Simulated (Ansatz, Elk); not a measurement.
## YSi2Mo2: X-ray structure factors from the self-consistent density

The structure of YSi2Mo2 used here is made up (a known structure type with other elements) and was relaxed beforehand with PBEsol. The aim is the Fourier transform of its all-electron density, F(hkl), set beside the sum over free spherical atoms that refinements use.

Calculated with Elk 11.2.3 (patched build); DFT, PBE, all-electron APW+lo, Dirac cores, scalar-relativistic bands, static density, no spin.

The structure was built from a prototype and need not be the compound's stable phase.

## Step 1: The structure

The structure is tetragonal, space group I4/mmm (No. 139). The conventional cell has a = 3.930 Å, b = 3.930 Å, c = 11.115 Å, α = 90.00°, β = 90.00°, γ = 90.00°. Mo has 4 Si at 2.53 Å and 4 Mo at 2.78 Å nearest. Nearest to Y lie 8 Si at 3.02 Å. Nearest to Si lie 1 Si at 2.38 Å and 4 Mo at 2.53 Å and 4 Y at 3.02 Å. Farther neighbours are not listed.

## Step 2: Ground state and structure factors

An all-electron density is needed, since X-rays see the cores too. Task 0 finds the density and task 195 Fourier-transforms it; tshift is off so that phases refer to the origin typed.

elk.in

```
tasks
  0
  195

xctype
  20

spinpol
  .false.

rgkmax
  7.0

gmaxvr
  14.0

lmaxo
  7

lmaxapw
  8

swidth
  0.002

tshift
  .false.

hmaxvr
  5.5

maxscl
  120

epspot
  1e-06

sppath
  './'

avec
  -3.71291453205 3.71291453205 10.50198819908
  3.71291453205 -3.71291453205 10.50198819908
  3.71291453205 3.71291453205 -10.50198819908

atoms
  3
  'Mo.in'
  2
  0.2500000000 0.7500000000 0.5000000000   0.000000 0.000000 0.000000
  0.7500000000 0.2500000000 0.5000000000   0.000000 0.000000 0.000000
  'Y.in'
  1
  0.0000000000 0.0000000000 0.0000000000   0.000000 0.000000 0.000000
  'Si.in'
  2
  0.6071512357 0.6071512357 -0.0000000000   0.000000 0.000000 0.000000
  0.3928487643 0.3928487643 -0.0000000000   0.000000 0.000000 0.000000

ngridk
  8 8 8
```

The run is started by

```sh
$ OMP_NUM_THREADS=4 elk
```

Numbers of over 12 decimals in the logs are rounded to 6 here.

The log of the run:

```text
┌─────────────────────────┐
│ Elk code version 11.2.3 │
└─────────────────────────┘

All units are atomic (Hartree, Bohr, etc.)

┌─────────────────────────────────────────────────┐
│ Ground-state run starting from atomic densities │
└─────────────────────────────────────────────────┘

Lattice vectors :
  -3.712914532       3.712914532       10.50198820
   3.712914532      -3.712914532       10.50198820
   3.712914532       3.712914532      -10.50198820

Reciprocal lattice vectors :
 -0.3002496351E-16  0.8461257663      0.2991426570
  0.8461257663     -0.3002496351E-16  0.2991426570
  0.8461257663      0.8461257663     -0.2625818257E-17

Unit cell volume      :    579.1104767
Brillouin zone volume :   0.4283296943

Muffin-tin inner radius fraction :   0.1000000000E-01

Nuclei treated as point charges

Species : 1 (Mo)
 parameters loaded from : Mo.in
 name : molybdenum
 nuclear charge    :   -42.00000000
 electronic charge :    42.00000000
 atomic mass :    174887.9214
 muffin-tin radius :    2.558663755
 number of radial points in muffin-tin :   1193
 inner part over the whole radius :   0.9943761466E-02
 number on inner part of muffin-tin    :    848
 approximate nuclear radius :   0.8334154960E-04
 number of mesh points to nuclear radius :    420
 atomic positions (lattice), magnetic fields (Cartesian) :
  1 :   0.25000000 -0.25000000  0.50000000    0.00000000  0.00000000  0.00000000
  2 :  -0.25000000  0.25000000  0.50000000    0.00000000  0.00000000  0.00000000

Species : 2 (Y)
 parameters loaded from : Y.in
 name : yttrium
 nuclear charge    :   -39.00000000
 electronic charge :    39.00000000
 atomic mass :    162065.4503
 muffin-tin radius :    2.600000000
 number of radial points in muffin-tin :   1193
 inner part over the whole radius :   0.9871815862E-02
 number on inner part of muffin-tin    :    847
 approximate nuclear radius :   0.8135895711E-04
 number of mesh points to nuclear radius :    416
 atomic positions (lattice), magnetic fields (Cartesian) :
  1 :   0.00000000  0.00000000  0.00000000    0.00000000  0.00000000  0.00000000

Species : 3 (Si)
 parameters loaded from : Si.in
 name : silicon
 nuclear charge    :   -14.00000000
 electronic charge :    14.00000000
 atomic mass :    51196.73458
 muffin-tin radius :    2.165023177
 number of radial points in muffin-tin :    793
 inner part over the whole radius :   0.9947826276E-02
 number on inner part of muffin-tin    :    553
 approximate nuclear radius :   0.5963282101E-04
 number of mesh points to nuclear radius :    246
 atomic positions (lattice), magnetic fields (Cartesian) :
  1 :  -0.39284876 -0.39284876  0.00000000    0.00000000  0.00000000  0.00000000
  2 :   0.39284876  0.39284876  0.00000000    0.00000000  0.00000000  0.00000000

Total number of atoms per unit cell :    5
Total muffin-tin volume :    298.9717684
 ratio of muffin-tin to unit cell volume :   0.5162603345

Spin treatment :
 spin-unpolarised

Number of Bravais lattice symmetries :   16
Number of crystal symmetries         :   16
Crystal has inversion symmetry
Real symmetric eigensolver will be used

k-point grid :      8     8     8
k-point offset :    0.000000000       0.000000000       0.000000000
k-point set is reduced with full crystal symmetry group
Total number of k-points :       59

Muffin-tin radius times maximum |G+k| :    7.000000000
 using average radius
Maximum |G+k| for APW functions       :    2.905197464
Maximum (1/2)|G+k|²                   :    4.220086154
Maximum |G| for potential and density :    14.00000000
Constant for pseudocharge density :    9
 order of it for each species :   16  16  16
 order of it for pair densities of each species (exact exchange by exxq0 0: 17) :   11  11   7
Radial integration step length :    1

G-vector grid sizes :     54    54    54
Number of G-vectors :    26755

Maximum angular momentum used for
 APW functions            :    8
 outer part of muffin-tin :    7
 inner part of muffin-tin :    2

Total nuclear charge    :   -151.0000000
[...]
correlation                 :     -7.516065
 electron entropic           :    -0.11830503974564E-02
 total energy                :     -12066.479906795

Density of states at Fermi energy :    92.35981759
 (states/Hartree/unit cell)

Estimated indirect band gap :   0.2139854436E-03
 from k-point 7 to k-point 19
Estimated direct band gap   :   0.1717615839E-02
 at k-point 5

Charges :
 core                        :    104.0000000
 valence                     :    47.00000000
 interstitial                :    9.001053838
 muffin-tins (core leakage)
  species : 1 (Mo)
   atom 1                    :    39.97312865     (  0.1346775491E-06)
[...]
species : 2 (Y)
[...]
species : 3 (Si)
[...]
total in muffin-tins        :    141.9989462
 total calculated charge     :    150.9962160
 total charge                :    151.0000000
 error                       :   0.3783965124E-02

RMS change in Kohn-Sham potential (target) :   0.4002614398     (  0.1000000000E-05)
Absolute change in total energy (target)   :   0.3209679694     (  0.1000000000E-03)

[... loops 3 to 14 left out ...]

┌──────────────────┐
│ Loop number : 15 │
└──────────────────┘

Energies :
 Fermi                       :     0.375077
 sum of occupied eigenvalues :     -7123.1259785274
 electron kinetic            :      12471.577982368
 core electron kinetic       :      12210.617402348
 Coulomb                     :     -24137.135414473
 Coulomb potential           :     -19074.540795534
 nuclear-nuclear             :     -1452.9107746584
 electron-nuclear            :     -26330.720646765
 Hartree                     :      3646.4960069502
 Madelung                    :     -14599.865016706
 xc potential                :     -520.16316536108
 exchange                    :     -391.96674349534
 correlation                 :     -7.520135
 electron entropic           :    -0.14404962202354E-02
 total energy                :     -12065.045750618

Density of states at Fermi energy :    111.4654923
 (states/Hartree/unit cell)

Estimated indirect band gap :   0.3537345479E-03
 from k-point 48 to k-point 15
Estimated direct band gap   :   0.2355083246E-02
 at k-point 31

Charges :
 core                        :    104.0000000
 valence                     :    47.00000000
 interstitial                :    8.423372380
 muffin-tins (core leakage)
  species : 1 (Mo)
[...]
species : 2 (Y)
[...]
species : 3 (Si)
[...]
total in muffin-tins        :    142.5766276
 total calculated charge     :    150.9962387
 total charge                :    151.0000000
 error                       :   0.3761329386E-02

RMS change in Kohn-Sham potential (target) :   0.3676841814E-06 (  0.1000000000E-05)
Absolute change in total energy (target)   :   0.1328621329E-04 (  0.1000000000E-03)

Convergence targets achieved

┌──────────────────┐
│ Loop number : 16 │
└──────────────────┘

Energies :
 Fermi                       :     0.375077
 sum of occupied eigenvalues :     -7123.1259909196
 electron kinetic            :      12471.577978467
 core electron kinetic       :      12210.617388786
 Coulomb                     :     -24137.135420390
 Coulomb potential           :     -19074.540783538
 nuclear-nuclear             :     -1452.9107746584
 electron-nuclear            :     -26330.720672017
 Hartree                     :      3646.4960262861
 Madelung                    :     -14599.865028621
 xc potential                :     -520.16318584879
 exchange                    :     -391.96674395239
 correlation                 :     -7.520135
 electron entropic           :    -0.14404958059880E-02
 total energy                :     -12065.045760880

Density of states at Fermi energy :    111.4654409
 (states/Hartree/unit cell)

Estimated indirect band gap :   0.3537410314E-03
 from k-point 48 to k-point 15
Estimated direct band gap   :   0.2355083095E-02
 at k-point 31

Charges :
 core                        :    104.0000000
 valence                     :    47.00000000
 interstitial                :    8.423371670
 muffin-tins (core leakage)
  species : 1 (Mo)
[...]
species : 2 (Y)
   atom 1                    :    36.85253069     (  0.8674699441E-05)
  species : 3 (Si)
   atom 1                    :    12.32127571     (  0.1651231364E-02)
   atom 2                    :    12.32127571     (  0.1651231364E-02)
 total in muffin-tins        :    142.5766283
 total calculated charge     :    150.9962387
 total charge                :    151.0000000
 error                       :   0.3761329486E-02

┌──────────────────────────────┐
│ Self-consistent loop stopped │
└──────────────────────────────┘

Warning : core states of species 3 leak from the muffin-tin :   0.1651231364E-02

Wrote STATE.OUT
```

The job ended after 30 s (4 threads of AMD EPYC 9R14 (Zen 4), shared host; peak memory 0.23 GiB).

SFACRHO.OUT:

```text

h k l indices transformed by vhmat matrix:
   1.000000000       0.000000000       0.000000000    
   0.000000000       1.000000000       0.000000000    
   0.000000000       0.000000000       1.000000000    

      h      k      l  multipl.   |H|            Re(F)            Im(F)           |F|

      0      0      0      1   0.0000000       151.00000      0.25074914E-15   151.00000    
     -1     -1      1      2  0.59828531      -36.882040      0.12055158E-13   36.882040    
      0     -1      1      8  0.89744924       15.983198     -0.30137896E-14   15.983198    
     -2     -2      2      2   1.1965706       81.125893     -0.32147089E-13   81.125893    
     -1      1      0      4   1.1966025      -16.297304     -0.30401458E-15   16.297304    
      2      1     -1      8   1.2334122       39.992612     -0.70321758E-14   39.992612    
      1      1     -2      8   1.3378352       100.53363      0.14064352E-13   100.53363    
     -1     -3      2      8   1.6922290      -47.959041      0.50229827E-15   47.959041    
      1     -1     -1      4   1.6922515       106.20501      0.72156259E-14   106.20501    
     -2     -3      2      8   1.7184548       44.967738      0.14315501E-13   44.967738    
     -3     -3      3      2   1.7948559      -42.107643      0.12055158E-13   42.107643    
      2      0     -2      8   1.7948985      -27.555400     -0.17078141E-13   27.555400    
     -2      1      0     16   1.9154974       14.019083     -0.60275792E-14   14.019083    
     -1     -3      3      8   2.0725580       67.340296     -0.33653984E-13   67.340296    
     -1     -2      3     16   2.0940442       32.797446      0.30137896E-14   32.797446    
      3      3     -4      8   2.1571661       70.628432      0.36165475E-13   70.628432    
      3      4     -4      8   2.2584860       24.964786      -0.0000000       24.964786    
      4      4     -4      2   2.3931413       86.177251      0.10045965E-13   86.177251
```

Elk indexes on the primitive cell of elk.in and gives |H| = 4π sin θ/λ in inverse bohr. Below, one row stands for each form hkl of the conventional cell (m members, Friedel mates merged), F is for one primitive cell and the density is static (no thermal factor). Free-atom factors are Waasmaier and Kirfel's, and R is Σm||F|−|F'||/Σm|F|.

| hkl | m | sin θ/λ (Å⁻¹) | abs F, DFT | neutral atoms | diff. |
| --- | --- | --- | --- | --- | --- |
| 002 | 2 | 0.090 | 36.882 | 37.016 | -0.134 |
| 101 | 8 | 0.135 | 15.983 | 16.155 | -0.172 |
| 004 | 2 | 0.180 | 81.126 | 81.843 | -0.717 |
| 110 | 4 | 0.180 | 16.297 | 16.798 | -0.501 |
| 103 | 8 | 0.185 | 39.993 | 39.926 | +0.066 |
| 112 | 8 | 0.201 | 100.534 | 101.123 | -0.589 |
| 114 | 8 | 0.255 | 47.959 | 48.492 | -0.533 |
| 200 | 4 | 0.255 | 106.205 | 106.870 | -0.665 |
| 105 | 8 | 0.258 | 44.968 | 45.202 | -0.234 |
| 006 | 2 | 0.270 | 42.108 | 42.544 | -0.436 |
| 202 | 8 | 0.270 | 27.555 | 28.012 | -0.456 |
| 211 | 16 | 0.288 | 14.019 | 13.869 | +0.150 |
| 204 | 8 | 0.312 | 67.340 | 67.274 | +0.066 |
| 213 | 16 | 0.315 | 32.797 | 32.920 | -0.123 |
| 116 | 8 | 0.324 | 70.628 | 70.415 | +0.213 |
| 107 | 8 | 0.340 | 24.965 | 25.015 | -0.050 |
| 008 | 2 | 0.360 | 86.177 | 85.807 | +0.370 |
| 220 | 4 | 0.360 | 91.943 | 91.522 | +0.421 |

## Step 3: What came out

- R against neutral atoms, sin θ/λ < 0.3 Å⁻¹: 0.80 %
- R against neutral atoms, 0.3 to 0.82 Å⁻¹: 0.28 %

What this shows: Independent neutral atoms miss the calculated amplitudes by R = 0.80 % below 0.3 Å⁻¹ and 0.28 % from there to 0.82 Å⁻¹; by shells, 0.81 % below 0.15 Å⁻¹ (2 forms), 0.80 % 0.15 to 0.3 (10 forms), 0.39 % 0.3 to 0.45 (22 forms), 0.26 % above 0.45 (115 forms). Bonding, aspherical density and the tables' own atoms all enter these figures, and the runs don't part them. The largest change of an amplitude is -0.72 electrons, at 004. The basis has no finished test. The k-mesh has no finished test. These runs have no spin, though d or f shells may be open. Part of the difference isn't bonding: the tables are fits to free atoms and ions calculated by other methods than this functional. Thermal motion, anomalous dispersion and extinction are left out.

[Logs are printed without paths, hosts, clocks, repeated set-up lines and the standing remarks that a program may print on its own settings, such as how far it seeks lower states.]

[Hosts, paths, dates, database ids (printed as entryN), source tags and the programs' standing remarks are cut or masked in the printed files.]
